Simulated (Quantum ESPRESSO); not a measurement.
# GaN (F-43m): a worked LO-TO splitting

Aim: work out the LO frequency and the static dielectric constant of GaN (F-43m) from one linear-response run, then check them.

Calculated with Quantum ESPRESSO 7.5; DFT LDA, scalar-relativistic, plane waves, PseudoDojo norm-conserving pseudopotentials.

## (1) The relaxed structure

Symmetry: F-43m, No. 216, cubic system. Conventional cell: a = 4.453 Å, b = 4.453 Å, c = 4.453 Å, α = 90.00°, β = 90.00°, γ = 90.00°. Nearest to Ga lie 4 N at 1.93 Å. Nearest to N lie 4 Ga at 1.93 Å. Farther neighbours and most contacts between anions are not listed.

Structure file:

```xyz
2
Lattice="-2.2265 0.0000 2.2265 0.0000 2.2265 2.2265 -2.2265 2.2265 0.0000" Properties=species:S:1:pos:R:3 pbc="T T T"
Ga    0.0000    0.0000    0.0000
N    -3.3397    3.3397    3.3397
```

This is the cell after its relaxation at this level of theory, not the database cell from which that began.

## (2) What the response run gave

A linear-response run on the relaxed cell, with the response to an electric field; only its zone-centre results are used. Cutoff 84 Ry, k mesh 12×12×12.

The program printed:

```text
[banners, grids, parts of the stress and lines that vanish by symmetry left out]
Program PHONON v.7.5
     Reading xml data from directory:

[...]
Exchange-correlation= PW
                           (   1   4   0   0   0   0   0)
[...]
kinetic-energy cut-off    =      84.0000  Ry
     charge density cut-off    =     336.0000  Ry
     convergence threshold     =      1.0E-18
[...]
Exchange-correlation= PW
                           (   1   4   0   0   0   0   0)
[...]
q = (   0.0000000   0.0000000   0.0000000 )
     25 Sym.Ops. (with q -> -q+G )
     G cutoff =  301.3298  (  15473 G-vectors)     FFT grid: ( 36, 36, 36)
     number of k points=    72
[...]
Mode symmetry, T_d (-43m)  point group:
[...]
Dielectric constant
[...]
End of electric fields calculation
          Dielectric constant in cartesian axis
          (       5.764477823      -0.000000000      -0.000000000 )
          (       0.000000000       5.764477823      -0.000000000 )
          (      -0.000000000      -0.000000000       5.764477823 )
          Effective charges (d Force / dE) in cartesian axis without acoustic sum rule applied (asr)
           atom    1  Ga    Mean Z*:        2.64536
      Ex  (        2.64536        0.00000        0.00000 )
      Ey  (        0.00000        2.64536       -0.00000 )
      Ez  (        0.00000       -0.00000        2.64536 )
           atom    2  N     Mean Z*:       -2.64582
      Ex  (       -2.64582       -0.00000        0.00000 )
      Ey  (        0.00000       -2.64582       -0.00000 )
      Ez  (       -0.00000       -0.00000       -2.64582 )
          Effective charges Sum: Mean:       -0.00046
[...]
Effective charges (d Force / dE) in cartesian axis with asr applied:
           atom    1  Ga    Mean Z*:        2.64559
[...]
atom    2  N     Mean Z*:       -2.64559
[...]
Representation #   1 modes #   1   2   3
[...]
End of self-consistent calculation
     Convergence has been achieved
     Representation #   2 modes #   4   5   6
[...]
End of self-consistent calculation
     Convergence has been achieved
[...]
Dielectric constant in cartesian axis
          (       5.764477823      -0.000000000      -0.000000000 )
          (       0.000000000       5.764477823      -0.000000000 )
          (      -0.000000000      -0.000000000       5.764477823 )
          Effective charges (d Force / dE) in cartesian axis without acoustic sum rule applied (asr)
           atom    1  Ga    Mean Z*:        2.64536
      Ex  (        2.64536        0.00000        0.00000 )
      Ey  (        0.00000        2.64536       -0.00000 )
      Ez  (        0.00000       -0.00000        2.64536 )
           atom    2  N     Mean Z*:       -2.64582
      Ex  (       -2.64582       -0.00000        0.00000 )
      Ey  (        0.00000       -2.64582       -0.00000 )
      Ez  (       -0.00000       -0.00000       -2.64582 )
          Effective charges Sum: Mean:       -0.00046
[...]
Effective charges (d Force / dE) in cartesian axis with asr applied:
           atom    1  Ga    Mean Z*:        2.64559
[...]
atom    2  N     Mean Z*:       -2.64559
[...]
q = (    0.000000000   0.000000000   0.000000000 )
[...]
freq (    1) =      -0.109074 [THz] =      -3.638314 [cm-1]
     freq (    2) =      -0.109074 [THz] =      -3.638314 [cm-1]
     freq (    3) =      -0.109074 [THz] =      -3.638314 [cm-1]
     freq (    4) =      16.604509 [THz] =     553.866818 [cm-1]
     freq (    5) =      16.604509 [THz] =     553.866818 [cm-1]
     freq (    6) =      16.604509 [THz] =     553.866818 [cm-1]
[...]
Mode symmetry, T_d (-43m)  point group:
     freq (   1-   3) =         -3.6  [cm-1]   --> T_2  G_15 P_4   I+R
     freq (   4-   6) =        553.9  [cm-1]   --> T_2  G_15 P_4   I+R

   JOB DONE.
```

```
                       quantity   value
             cell volume Ω (Å³)  22.074
                 mass of Ga (u)  69.723
                  mass of N (u)  14.007
     Born charge of Ga, raw (e)   2.645
      Born charge of N, raw (e)  -2.646
                             ε∞   5.764
ω(TO) after the sum rule (cm⁻¹)   553.9
```

## (3) The calculation

The charges must sum to zero over the cell; taking off their mean, 0.000 e, leaves Z* = 2.646 e on Ga. In the polar mode Ga moves against N, so the reduced mass is μ = 69.72 × 14.01 / 83.73 = 11.664 u.

A longitudinal wave builds up a field that adds to the restoring force: ω(LO)² = ω(TO)² + 4π Z*² / (μ Ω ε∞), in Hartree atomic units. With μ = 21262 electron masses and Ω = 148.96 bohr³ the second term is 4.8175e-06 Ha², or 232052 cm⁻² (1 Ha = 219474.6 cm⁻¹).

So ω(LO) = √(306761 + 232052) = 734.0 cm⁻¹, and by the Lyddane-Sachs-Teller relation ε₀ = ε∞ (ω(LO)/ω(TO))² = 10.13.

## (4) Check against the program

The analysis program adds the same non-analytic term to the full matrix, here for q along (1 0 0).

The program printed:

```text
[banner, memory and clock lines left out]
Program DYNMAT v.7.5

     Reading Dynamical Matrix from file g.dyn
     ...Force constants read
     ...epsilon and Z* read

     Polarizability (A^3 units)
     multiply by 0.386375 for Clausius-Mossotti correction
         8.369273    0.000000   -0.000000
        -0.000000    8.369273   -0.000000
        -0.000000   -0.000000    8.369273

     IR activities are in (D/A)^2/amu units

# mode   [cm-1]    [THz]      IR
    1     -0.00   -0.0000    0.0000
    2     -0.00   -0.0000    0.0000
    3      0.00    0.0000    0.0000
    4    553.86   16.6044   13.8444
    5    553.86   16.6044   13.8444
    6    734.04   22.0060   13.8444
```

ε₀ comes from the program's run without a direction of q.

```
    quantity  by hand  program
ω(LO) (cm⁻¹)    734.0    734.0
          ε₀    10.13    10.12
```

## (5) Summary of results

* TO mode: 553.9 cm⁻¹
* LO mode: 734.0 cm⁻¹
* static dielectric constant: 10.12

The LO mode of GaN (F-43m) lies at 734 cm⁻¹, 180 cm⁻¹ above the TO mode; the formula meets the program within 0.1 cm⁻¹, as it must for a cubic crystal with one polar mode. ω(LO)² − ω(TO)² goes with Z*²/ε∞: an error of 5 % in ε∞ would move the LO mode by 7.6 cm⁻¹, and semilocal functionals tend to overestimate ε∞. These are harmonic values at zero temperature, at the volume of this functional, for the structure held cubic; stability elsewhere in the zone is no part of this calculation.

[Host names and launcher messages were left out of these logs when they were recorded.]

[Logs are printed without paths, hosts, clocks, repeated set-up lines and the standing remarks that a program may print on its own settings, such as how far it seeks lower states.]

[Hosts, paths, dates, database ids (printed as entryN), source tags and the programs' standing remarks are cut or masked in the printed files.]
